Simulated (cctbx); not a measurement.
# What is wrong with this refinement?

Cell a = 9.1330 Å, b = 9.1330 Å, c = 5.4250 Å, α = 90.00°, β = 90.00°, γ = 90.00°; space group I4/mmm (no. 139).

Simulated single-crystal data (cctbx): Cu Kα, λ = 1.54184 Å, to d = 0.8 Å, 80 % of the full sphere, strongest reflection 20000 counts, noise from counting, a 3 % proportional error and a noise floor of 8 counts (s.d.); no absorption, and some extinction, which the refinements don't model.

An anisotropic refinement with weights 1/σ² prints:

```text
Rint 0.030, 43 unique reflections to 1.30 A
cycle     R1     wR2    GooF  max shift (A)
   1  0.0100  0.0183   1.281   0.00053
   2  0.0082  0.0164   1.146   0.00000
final R1 0.0082 wR2 0.0164 GooF 1.146  parameters 14  data/parameter 3.1
atom        x        y        z      Ueq    occ   su(xyz)  su(Uiso or U11)
Sc1    0.00000  0.00000  0.00000   0.0132  1.000  0.00000  0.0008
Al1    0.00000  0.22040  0.50000   0.0158  1.000  0.00013  0.0014
Al2    0.83789  0.50000  0.50000   0.0171  1.000  0.00014  0.0010
Mg1    0.75000  0.75000  0.25000   0.0166  1.000  0.00000  0.0009
difference map: max 0.05 min -0.11 rms 0.02
Q1    0.1894  0.1894  0.5000    8    0.05  1.57 A from Mg1
Q2    0.1778  0.1778  0.0000    8    0.05  1.65 A from Mg1
Q3    0.1500  0.1500  0.1111   16    0.05  1.50 A from Mg1
Q4    0.0000  0.1661  0.1999   16    0.05  1.70 A from Al1
Q5    0.0852  0.1525  0.1541   32    0.04  1.80 A from Sc1
Q6    0.0000  0.3303  0.2647   16    0.03  1.44 A from Al2
```

**Question.** Can this result stand? If not, what is the likely fault?

Mend it. The fault: data cut at low resolution. Against the right model at the same level, R1 goes from 0.0097 to 0.0082 and GooF from 0.97 to 1.15. The atoms are right, but there are too few data for the parameters: R1 flatters and the s.u.s grow. Data per parameter fall from 11.4 to 3.1.

The compound is Mg4ScAl8. The right model at the same level gives:

```text
Rint 0.032, 160 unique reflections to 0.80 A
cycle     R1     wR2    GooF  max shift (A)
   1  0.0099  0.0184   1.002   0.00007
   2  0.0097  0.0177   0.969   0.00000
final R1 0.0097 wR2 0.0177 GooF 0.969  parameters 14  data/parameter 11.4
atom        x        y        z      Ueq    occ   su(xyz)  su(Uiso or U11)
Sc1    0.00000  0.00000  0.00000   0.0127  1.000  0.00000  0.0002
Al1    0.00000  0.22040  0.50000   0.0156  1.000  0.00004  0.0002
Al2    0.83794  0.50000  0.50000   0.0171  1.000  0.00004  0.0002
Mg1    0.75000  0.75000  0.25000   0.0158  1.000  0.00000  0.0001
difference map: max 0.11 min -0.18 rms 0.04
Q1    0.2088  0.2088  0.0880   16    0.11  1.03 A from Mg1
Q2    0.0000  0.3869  0.2363   16    0.11  1.36 A from Al2
Q3    0.1881  0.1881  0.5000    8    0.10  1.57 A from Mg1
Q4    0.0962  0.3569  0.5000   16    0.09  1.44 A from Al2
Q5    0.0440  0.1653  0.1765   32    0.09  1.83 A from Sc1
Q6    0.0859  0.0859  0.3265   16    0.08  1.74 A from Al1
```

The model is made up (kin elements in a known structure type, no relaxation), so it says nothing on whether the phase exists.

[Middle refinement cycles are left out of these outputs.]

[Logs are printed without paths, hosts, clocks, repeated set-up lines and the standing remarks that a program may print on its own settings, such as how far it seeks lower states.]
